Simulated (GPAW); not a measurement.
# 1T-SnSeTe monolayer in an electric field

Aim: the dipole that a field along the normal induces in 1T-SnSeTe monolayer.

Calculated with GPAW 26.7.0; GPAW, PAW setups; layer in a repeated cell with vacuum, relaxation of atoms and in-plane cell, in the first sound run; inputs show where later runs differ.

## Step 1: The starting structure

The cell holds 3 atoms: 1 Te, 1 Sn and 1 Se. Its edges and angles: a = 3.827 Å, b = 3.827 Å, c = 18.571 Å, α = 90.0°, β = 90.0°, γ = 120.0°. Vacuum lies along c.

## Step 2: Relaxation

The atoms are relaxed first, since the surface dipole, and with it the work function, follows the positions of the outer layers.

run.py

```python
import json
import numpy as np
from ase import Atoms
from ase.filters import FrechetCellFilter
from ase.optimize import BFGS
from gpaw import GPAW, PW

slab = Atoms(
    ['Te', 'Sn', 'Se'],
    positions=[
        [1.91364, 1.10484, 8.00000],
        [0.00000, 0.00000, 9.46462],
        [-0.00000, 2.20968, 10.57059]],
    cell=[[3.82728, 0.0, 0.0], [-1.91364, 3.31452, 0.0], [0.0, 0.0, 18.5706]],
    pbc=[True, True, True])

slab.calc = GPAW(mode=PW(600), xc='PBE', kpts={'size': (9, 9, 1), 'gamma': True},
                 occupations={'name': 'fermi-dirac', 'width': 0.05}, nbands='200%',
                 convergence={'density': 1e-05}, maxiter=200,
                 symmetry={'tolerance': 1e-3}, txt='slab.txt')
result = {}
# The in-plane cell is free; stress needs a cell that repeats along all three vectors
path = []
opt = BFGS(FrechetCellFilter(slab, mask=[1, 1, 0, 0, 0, 1]), maxstep=0.2)
opt.attach(lambda: path.append((slab.get_potential_energy(), slab.positions.tolist(), slab.get_forces().tolist())))
result['relaxed'] = bool(opt.run(fmax=0.02, steps=45))
result['path'] = path
result['cell'] = slab.cell.tolist()
print('in-plane lattice', slab.cell.cellpar().round(4)[[0, 1, 5]])
energy = slab.get_potential_energy()
fermi = slab.calc.get_fermi_level()
v = slab.calc.get_electrostatic_potential().mean((0, 1)) - fermi
n = slab.calc.get_pseudo_density().mean((0, 1))
L = slab.cell[2, 2]
z = np.arange(len(v)) * L / len(v)
low, high = slab.positions[:, 2].min(), slab.positions[:, 2].max()
below, above = np.interp([low - 5.8, high + 5.8], z, v)
slopes = [np.interp(x, z, np.gradient(v, z)) for x in (low - 5.8, high + 5.8)]
eps = np.array([[slab.calc.get_eigenvalues(k, s) for k in range(len(slab.calc.get_ibz_k_points()))]
                for s in range(slab.calc.get_number_of_spins())]) - fermi
top, bottom = eps[eps < 0].max(), eps[eps > 0].min()
dipole = slab.get_dipole_moment()[2]
print(f'energy {energy:.4f} eV, Fermi level {fermi:.4f} eV, dipole {dipole:.5f} e A')
print(f'potential 5.8 A off the faces, from the Fermi level: lower {below:.4f} eV, upper {above:.4f} eV')
print(f'slope of the potential there: lower {slopes[0]:.5f}, upper {slopes[1]:.5f} eV/A')
print(f'nearest levels on the mesh: {top:.4f} and {bottom:.4f} eV')
print('magnetic moment', round(slab.get_magnetic_moment(), 3))
result.update(energy=energy, fermi=fermi, dipole=dipole, below=below, above=above, slopes=slopes, edges=[top, bottom],
              z=z.tolist(), v=v.tolist(), n=n.tolist(), positions=slab.positions.tolist(),
              forces=slab.get_forces(apply_constraint=False).tolist(), moments=slab.get_magnetic_moments().tolist())
json.dump(result, open('result.json', 'w'))
```

Command:

```sh
$ OMP_NUM_THREADS=1 OPENBLAS_NUM_THREADS=1 python run.py
```

What it wrote:

```text
Step          Energy          fmax
BFGS:    0       -8.861053        5.398362
BFGS:    1      -10.044843        3.740811
BFGS:    2      -11.062986        1.424381
BFGS:    3      -11.191016        0.659648
BFGS:    4      -11.214684        0.416579
BFGS:    5      -11.227400        0.482105
BFGS:    6      -11.252026        0.483300
BFGS:    7      -11.275985        0.342287
BFGS:    8      -11.293246        0.301462
BFGS:    9      -11.298088        0.206596
BFGS:   10      -11.299142        0.125890
BFGS:   11      -11.299919        0.058513
BFGS:   12      -11.300221        0.019223
in-plane lattice [  3.9752   3.9752 120.    ]
energy -11.2951 eV, Fermi level -1.5359 eV, dipole -0.04012 e A
potential 5.8 A off the faces, from the Fermi level: lower 5.1593 eV, upper 5.2606 eV
slope of the potential there: lower -0.02843, upper -0.02848 eV/A
nearest levels on the mesh: -0.0792 and 0.0063 eV
magnetic moment 0.0
```

Run time: 9 min. Hardware: 1 thread of Arm Neoverse V2, shared host; peak memory 0.41 GiB.

This step gave:

```
dipole along the normal                    : -0.04012 e·Å
levels nearest the Fermi level on the mesh : -0.07919, 0.006338 eV from the Fermi level
```

Table of electrostatic potential energy of an electron (without an applied field's), less the Fermi level, planar mean by z:

| z (Å) | electrostatic potential energy of an electron (without an applied field's), less the Fermi level, planar mean (eV) |
| --- | --- |
| 0 | 5.21 |
| 1 | 5.18 |
| 2 | 5.15 |
| 3 | 5.12 |
| 4 | 5.09 |
| 5 | 5.03 |
| 6 | 4.42 |
| 7 | -3.96 |
| 8 | -9.08 |
| 9 | -7.54 |
| 10 | -6.02 |
| 11 | -12.9 |
| 12 | 3.36 |
| 13 | 5.26 |
| 14 | 5.33 |
| 15 | 5.31 |
| 16 | 5.28 |
| 17 | 5.25 |
| 18 | 5.23 |

Table of pseudo valence density, planar mean by z:

| z (Å) | pseudo valence density, planar mean (e/Å³) |
| --- | --- |
| 4.0 | 9.9e-5 |
| 4.5 | 4.1e-4 |
| 5.0 | 0.00166 |
| 5.5 | 0.00667 |
| 6.0 | 0.0267 |
| 6.5 | 0.0978 |
| 7.0 | 0.227 |
| 7.5 | 0.109 |
| 8.0 | 0.258 |
| 8.5 | 0.267 |
| 9.0 | 0.482 |
| 9.5 | 1.01 |
| 10.0 | 0.410 |
| 10.5 | 0.333 |
| 11.0 | 0.169 |
| 11.5 | 0.256 |
| 12.0 | 0.0933 |
| 12.5 | 0.0231 |
| 13.0 | 0.00525 |
| 13.5 | 0.00120 |
| 14.0 | 2.8e-4 |
| 14.5 | 6.4e-5 |

The relaxation lowered the energy of the cell by 2.43 eV (energies extrapolated to zero smearing; the optimiser's log prints free energies). The largest force left on a free atom is 0.019 eV/Å.

## Step 3: Plane waves, PBE

With the geometry fixed, the planar mean of the potential gives the vacuum level on each side.

This step: GPAW, PAW setups; slab in vacuum (GPAW 26.7.0).

The cell differs from the one that the last finished run ended in (c 18.571 → 19.411 Å).

Changes to run.py since step 2:

```diff
@@ -3,4 +3,2 @@
 from ase import Atoms
-from ase.filters import FrechetCellFilter
-from ase.optimize import BFGS
 from gpaw import GPAW, PW
@@ -10,21 +8,14 @@
     positions=[
-        [1.91364, 1.10484, 8.00000],
-        [0.00000, 0.00000, 9.46462],
-        [-0.00000, 2.20968, 10.57059]],
-    cell=[[3.82728, 0.0, 0.0], [-1.91364, 3.31452, 0.0], [0.0, 0.0, 18.5706]],
-    pbc=[True, True, True])
+        [1.98759, 1.14754, 8.00000],
+        [0.00000, -0.00000, 9.85179],
+        [-0.00000, 2.29508, 11.41093]],
+    cell=[[3.97519, -0.0, 0.0], [-1.98759, 3.44261, 0.0], [0.0, 0.0, 19.4109]],
+    pbc=[True, True, False])
 
-slab.calc = GPAW(mode=PW(600), xc='PBE', kpts={'size': (9, 9, 1), 'gamma': True},
+slab.calc = GPAW(mode=PW(400), xc='PBE', kpts={'size': (9, 9, 1), 'gamma': True},
                  occupations={'name': 'fermi-dirac', 'width': 0.05}, nbands='200%',
                  convergence={'density': 1e-05}, maxiter=200,
+                 poissonsolver={'dipolelayer': 'xy'},
                  symmetry={'tolerance': 1e-3}, txt='slab.txt')
 result = {}
-# The in-plane cell is free; stress needs a cell that repeats along all three vectors
-path = []
-opt = BFGS(FrechetCellFilter(slab, mask=[1, 1, 0, 0, 0, 1]), maxstep=0.2)
-opt.attach(lambda: path.append((slab.get_potential_energy(), slab.positions.tolist(), slab.get_forces().tolist())))
-result['relaxed'] = bool(opt.run(fmax=0.02, steps=45))
-result['path'] = path
-result['cell'] = slab.cell.tolist()
-print('in-plane lattice', slab.cell.cellpar().round(4)[[0, 1, 5]])
 energy = slab.get_potential_energy()
```

What it wrote:

```text
energy -11.1481 eV, Fermi level -1.6988 eV, dipole -0.02783 e A
potential 5.8 A off the faces, from the Fermi level: lower 5.0323 eV, upper 5.3990 eV
slope of the potential there: lower -0.00003, upper 0.00002 eV/A
nearest levels on the mesh: -0.0801 and 0.0068 eV
magnetic moment 0.0
```

Wall time 23 s (1 thread); peak memory 0.22 GiB.

This step gave:

- dipole along the normal: -0.02783 e·Å
- levels nearest the Fermi level on the mesh: -0.08013, 0.006814 eV from the Fermi level
- upper work function: 5.399 eV
- lower work function: 5.032 eV

The electrostatic potential energy of an electron (without an applied field's), less the Fermi level, planar mean by z:

z (Å), electrostatic potential energy of an electron (without an applied field's), less the Fermi level, planar mean (eV) and a bar from the least value:
```
        0        5.2 ##############################
        1        5.0 #############################
        2        5.0 #############################
        3        5.0 #############################
        4        5.0 #############################
        5        5.0 #############################
        6        4.8 #############################
        7        1.9 #########################
        8      -15.2 
        9       -2.8 ##################
       10      -12.6 ####
       11       -6.9 ############
       12       -1.1 #####################
       13        5.0 #############################
       14        5.4 ##############################
       15        5.4 ##############################
       16        5.4 ##############################
       17        5.4 ##############################
       18        5.4 ##############################
       19        5.4 ##############################
```

The pseudo valence density, planar mean oscillates, so the rows of the table below give means over windows of 1 Å about each position, cut where the curve ends. Its maxima inside the range that stand out by 2 % of the span (Å: e/Å³): 7.5: 0.236, 9.9: 1.04, 11.9: 0.267. Its minima: 8.0: 0.0857, 11.4: 0.156.

Table of pseudo valence density, planar mean by z; means over each step:

| z (Å) | pseudo valence density, planar mean (e/Å³) |
| --- | --- |
| 4 | 4.5e-5 |
| 5 | 7.6e-4 |
| 6 | 0.0122 |
| 7 | 0.129 |
| 8 | 0.176 |
| 9 | 0.330 |
| 10 | 0.748 |
| 11 | 0.290 |
| 12 | 0.188 |
| 13 | 0.0246 |
| 14 | 0.00135 |
| 15 | 7.1e-5 |

The potential is flat to 2.8e-5 eV/Å where it is read, so the vacuum is wide enough.

## Step 4: Field on

A uniform field along the normal polarises the slab; the atoms stay fixed, so this is the electronic response alone.

Changes to run.py since step 3:

```diff
@@ -4,2 +4,3 @@
 from gpaw import GPAW, PW
+from gpaw.external import ConstantElectricField
 
@@ -18,2 +19,3 @@
                  poissonsolver={'dipolelayer': 'xy'},
+                 external=ConstantElectricField(-0.2, [0, 0, 1]),
                  symmetry={'tolerance': 1e-3}, txt='slab.txt')
```

What it wrote:

```text
energy -11.1625 eV, Fermi level -1.6791 eV, dipole -0.11487 e A
potential 5.8 A off the faces, from the Fermi level: lower 4.4303 eV, upper 5.9492 eV
slope of the potential there: lower -0.00001, upper 0.00001 eV/A
nearest levels on the mesh: -0.0856 and 0.0091 eV
magnetic moment 0.0
```

Wall time 62 s (1 thread); peak memory 0.32 GiB.

Numbers from this step:

```yaml
dipole_along_the_normal: -0.1149 e·Å
levels_nearest_the_fermi_level_on_the_mesh: -0.08557, 0.009150 eV from the Fermi level
potential_below_the_slab_the_applied_field_s_own_ramp_left_out: 4.430 eV from the Fermi level
potential_above_the_slab_the_applied_field_s_own_ramp_left_out: 5.949 eV from the Fermi level
```

Electrostatic potential energy of an electron (without an applied field's), less the Fermi level, planar mean against z:

| z (Å) | electrostatic potential energy of an electron (without an applied field's), less the Fermi level, planar mean (eV) |
| --- | --- |
| 0 | 5.19 |
| 1 | 4.43 |
| 2 | 4.43 |
| 3 | 4.43 |
| 4 | 4.43 |
| 5 | 4.42 |
| 6 | 4.25 |
| 7 | 1.35 |
| 8 | -15.6 |
| 9 | -2.91 |
| 10 | -12.5 |
| 11 | -6.62 |
| 12 | -0.637 |
| 13 | 5.57 |
| 14 | 5.93 |
| 15 | 5.95 |
| 16 | 5.95 |
| 17 | 5.95 |
| 18 | 5.95 |
| 19 | 5.93 |

The dipole is now -0.115 e Å, against -0.028 in the run without a field.

## Step 5: Field on

Changes to run.py since step 4:

```diff
@@ -19,3 +19,3 @@
                  poissonsolver={'dipolelayer': 'xy'},
-                 external=ConstantElectricField(-0.2, [0, 0, 1]),
+                 external=ConstantElectricField(-0.1, [0, 0, 1]),
                  symmetry={'tolerance': 1e-3}, txt='slab.txt')
```

What it wrote:

```text
energy -11.1531 eV, Fermi level -1.6884 eV, dipole -0.07130 e A
potential 5.8 A off the faces, from the Fermi level: lower 4.7305 eV, upper 5.6733 eV
slope of the potential there: lower -0.00001, upper 0.00001 eV/A
nearest levels on the mesh: -0.0828 and 0.0080 eV
magnetic moment 0.0
```

Wall time 62 s (1 thread); peak memory 0.32 GiB.

Numbers from this step:

| Quantity | Value |
| --- | --- |
| dipole along the normal | -0.07130 e·Å |
| levels nearest the Fermi level on the mesh | -0.08283, 0.007985 eV from the Fermi level |
| potential below the slab, the applied field's own ramp left out | 4.730 eV from the Fermi level |
| potential above the slab, the applied field's own ramp left out | 5.673 eV from the Fermi level |

Electrostatic potential energy of an electron (without an applied field's), less the Fermi level, planar mean against z:

z (Å), electrostatic potential energy of an electron (without an applied field's), less the Fermi level, planar mean (eV) and a bar from the least value:
```
        0        5.2 #############################
        1        4.7 #############################
        2        4.7 #############################
        3        4.7 #############################
        4        4.7 #############################
        5        4.7 #############################
        6        4.5 ############################
        7        1.6 ########################
        8      -15.4 
        9       -2.8 ##################
       10      -12.5 ####
       11       -6.7 ############
       12       -0.9 #####################
       13        5.3 #############################
       14        5.7 ##############################
       15        5.7 ##############################
       16        5.7 ##############################
       17        5.7 ##############################
       18        5.7 ##############################
       19        5.7 ##############################
```

The dipole is now -0.0713 e Å, against -0.028 in the run without a field.

## Step 6: Field on

Changes to run.py since step 5:

```diff
@@ -19,3 +19,3 @@
                  poissonsolver={'dipolelayer': 'xy'},
-                 external=ConstantElectricField(-0.1, [0, 0, 1]),
+                 external=ConstantElectricField(-0.05, [0, 0, 1]),
                  symmetry={'tolerance': 1e-3}, txt='slab.txt')
```

What it wrote:

```text
energy -11.1501 eV, Fermi level -1.6934 eV, dipole -0.04951 e A
potential 5.8 A off the faces, from the Fermi level: lower 4.8812 eV, upper 5.5358 eV
slope of the potential there: lower -0.00001, upper 0.00000 eV/A
nearest levels on the mesh: -0.0815 and 0.0074 eV
magnetic moment 0.0
```

Elapsed: 62 s, on 1 thread; peak memory 0.32 GiB.

## Step 7: Field on

Changes to run.py since step 6:

```diff
@@ -19,3 +19,3 @@
                  poissonsolver={'dipolelayer': 'xy'},
-                 external=ConstantElectricField(-0.05, [0, 0, 1]),
+                 external=ConstantElectricField(0.05, [0, 0, 1]),
                  symmetry={'tolerance': 1e-3}, txt='slab.txt')
```

What it wrote:

```text
energy -11.1472 eV, Fermi level -1.7042 eV, dipole -0.00593 e A
potential 5.8 A off the faces, from the Fermi level: lower 5.1837 eV, upper 5.2622 eV
slope of the potential there: lower -0.00002, upper 0.00000 eV/A
nearest levels on the mesh: -0.0788 and 0.0062 eV
magnetic moment 0.0
```

It took 62 s on 1 thread; peak memory 0.32 GiB.

Table of electrostatic potential energy of an electron (without an applied field's), less the Fermi level, planar mean by z:

| z (Å) | electrostatic potential energy of an electron (without an applied field's), less the Fermi level, planar mean (eV) |
| --- | --- |
| 0 | 5.22 |
| 1 | 5.18 |
| 2 | 5.18 |
| 3 | 5.18 |
| 4 | 5.18 |
| 5 | 5.17 |
| 6 | 4.98 |
| 7 | 1.99 |
| 8 | -15.2 |
| 9 | -2.74 |
| 10 | -12.6 |
| 11 | -6.93 |
| 12 | -1.17 |
| 13 | 4.91 |
| 14 | 5.24 |
| 15 | 5.26 |
| 16 | 5.26 |
| 17 | 5.26 |
| 18 | 5.26 |
| 19 | 5.26 |

## Step 8: In a field

Changes to run.py since step 7:

```diff
@@ -19,3 +19,3 @@
                  poissonsolver={'dipolelayer': 'xy'},
-                 external=ConstantElectricField(0.05, [0, 0, 1]),
+                 external=ConstantElectricField(0.1, [0, 0, 1]),
                  symmetry={'tolerance': 1e-3}, txt='slab.txt')
```

What it wrote:

```text
energy -11.1475 eV, Fermi level -1.7100 eV, dipole 0.01588 e A
potential 5.8 A off the faces, from the Fermi level: lower 5.3356 eV, upper 5.1257 eV
slope of the potential there: lower -0.00002, upper 0.00000 eV/A
nearest levels on the mesh: -0.0775 and 0.0056 eV
magnetic moment 0.0
```

Wall time 66 s (1 thread); peak memory 0.32 GiB.

The electrostatic potential energy of an electron (without an applied field's), less the Fermi level, planar mean by z:

| z (Å) | electrostatic potential energy of an electron (without an applied field's), less the Fermi level, planar mean (eV) |
| --- | --- |
| 0.0 | 5.23 |
| 0.5 | 5.34 |
| 1.0 | 5.34 |
| 1.5 | 5.34 |
| 2.0 | 5.34 |
| 2.5 | 5.34 |
| 3.0 | 5.34 |
| 3.5 | 5.34 |
| 4.0 | 5.33 |
| 4.5 | 5.33 |
| 5.0 | 5.32 |
| 5.5 | 5.28 |
| 6.0 | 5.13 |
| 6.5 | 4.51 |
| 7.0 | 2.12 |
| 7.5 | -5.80 |
| 8.0 | -15.1 |
| 8.5 | -7.04 |
| 9.0 | -2.71 |
| 9.5 | -9.23 |
| 10.0 | -12.6 |
| 10.5 | -5.06 |
| 11.0 | -6.99 |
| 11.5 | -12.3 |
| 12.0 | -1.28 |
| 12.5 | 3.61 |
| 13.0 | 4.78 |
| 13.5 | 5.05 |
| 14.0 | 5.11 |
| 14.5 | 5.12 |
| 15.0 | 5.12 |
| 15.5 | 5.13 |
| 16.0 | 5.13 |
| 16.5 | 5.13 |
| 17.0 | 5.13 |
| 17.5 | 5.13 |
| 18.0 | 5.13 |
| 18.5 | 5.13 |
| 19.0 | 5.13 |

The dipole is now 0.0159 e Å, against -0.028 in the run without a field.

## Step 9: Field on

Changes to run.py since step 8:

```diff
@@ -19,3 +19,3 @@
                  poissonsolver={'dipolelayer': 'xy'},
-                 external=ConstantElectricField(0.1, [0, 0, 1]),
+                 external=ConstantElectricField(0.2, [0, 0, 1]),
                  symmetry={'tolerance': 1e-3}, txt='slab.txt')
```

What it wrote:

```text
energy -11.1512 eV, Fermi level -1.7222 eV, dipole 0.05950 e A
potential 5.8 A off the faces, from the Fermi level: lower 5.6407 eV, upper 4.8540 eV
slope of the potential there: lower -0.00002, upper 0.00000 eV/A
nearest levels on the mesh: -0.0749 and 0.0044 eV
magnetic moment 0.0
```

Wall time 66 s (1 thread); peak memory 0.32 GiB.

The dipole is now 0.0595 e Å, against -0.028 in the run without a field.

## Step 10: Field on

Changes to run.py since step 9:

```diff
@@ -19,3 +19,3 @@
                  poissonsolver={'dipolelayer': 'xy'},
-                 external=ConstantElectricField(0.2, [0, 0, 1]),
+                 external=ConstantElectricField(0.3, [0, 0, 1]),
                  symmetry={'tolerance': 1e-3}, txt='slab.txt')
```

What it wrote:

```text
energy -11.1593 eV, Fermi level -1.7355 eV, dipole 0.10318 e A
potential 5.8 A off the faces, from the Fermi level: lower 5.9478 eV, upper 4.5835 eV
slope of the potential there: lower -0.00003, upper 0.00000 eV/A
nearest levels on the mesh: -0.0723 and 0.0032 eV
magnetic moment 0.0
```

It took 68 s on 1 thread; peak memory 0.32 GiB.

The dipole is now 0.103 e Å, against -0.028 in the run without a field.

## Step 11: The series

The members are put on one axis.

This step: induced dipole against applied field (GPAW 26.7.0).

Table of dipole along the normal by field:

| field (V/Å) | dipole along the normal (e·Å) |
| --- | --- |
| -0.200 | -0.115 |
| -0.100 | -0.0713 |
| -0.050 | -0.0495 |
| 0.000 | -0.0278 |
| 0.050 | -0.00593 |
| 0.100 | 0.0159 |
| 0.200 | 0.0595 |
| 0.300 | 0.103 |

## Step 12: Outcome

- work function, upper and lower face: 5.399 and 5.032 eV
- dipole along the normal: -0.0278 e Å
- induced dipole per field: 0.436 e Å per V/Å
- out-of-plane polarisability per area, α/(ε0 A): 5.77 Å

What this shows: The field induces 0.436 e Å per V/Å, a polarisable thickness α/(ε0 A) of 5.77 Å beside 3.41 Å between the outermost nuclei. A perfect conductor would give the distance between its two image planes; a dielectric of thickness t gives t(1 - 1/ε). The two faces differ by 0.37 eV, the step that the slab's dipole makes (e p/(ε0 A) gives 0.37 eV), so the dipole layer is needed. The induced dipole is linear in the field over this range. The starting lattice was a guess from atomic radii; the relaxation moved it by 4 %. The relaxation of atoms and cell ran in a fully periodic cell without the dipole layer, so the atoms of this polar layer felt a small spurious field. The layer's cell and atoms come from the relaxation; spin-orbit coupling and temperature are left out.

[Logs are printed without paths, hosts, clocks, repeated set-up lines and the standing remarks that a program may print on its own settings, such as how far it seeks lower states.]

[Hosts, paths, dates, database ids (printed as entryN), source tags and the programs' standing remarks are cut or masked in the printed files.]
